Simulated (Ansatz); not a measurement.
# Chains of the 3d elements under several functionals

How do the functionals order the bond lengths of atomic chains, and do they agree on which chains are magnetic?

Set-up. Ansatz 0.2.0, plane waves with PAW datasets at the program's default cutoffs, Fermi-Dirac smearing of 0.05 eV, chains in boxes 7.5 Å wide or more, moments seeded when the perfect chain is relaxed. One atom a cell; each functional relaxes the period from the same start. Changes are against PBE.

Results:

| element | PBE bond (Å) | LDA (%) | PBEsol (%) | RPBE (%) | r2SCAN (%) | moment PBE (μB) | LDA | r2SCAN |
| --- | --- | --- | --- | --- | --- | --- | --- | --- |
| V | 2.63 | −3.4 | - | +1.5 | 0.0 | 4.06 | 4.04 | 4.13 |
| Cr | 2.78 | −3.4 | −1.6 | +2.0 | - | 5.08 | 5.05 | - |
| Fe | 2.27 | −3.5 | - | +2.7 | +7.0 | 3.33 | 3.28 | 3.60 |
| Zn | 2.57 | −4.8 | −2.9 | +2.4 | - | 0.00 | 0.00 | - |

**Reading.** Over functionals run on four chains or more, the median change against PBE is −3.5 % under LDA and +2.2 % under RPBE. LDA gives the shortest bond for 4 of 4 elements and RPBE a longer one than PBE for 4. Shifts over 5 % under r2SCAN (Fe) may be other magnetic minima rather than plain shifts. They agree on which chains keep a moment.

Caveats: One atom a cell allows parallel or no moments and even bonds alone, which need not be the ground state. One start a run; chains whose period differed by over 12 % between LDA, PBE and RPBE, a sign of unlike minima, are left out. A dash marks a functional that was not run for that element. Runs on some systems are kept out of this data set and are not in the table, so it may lack members of the series.
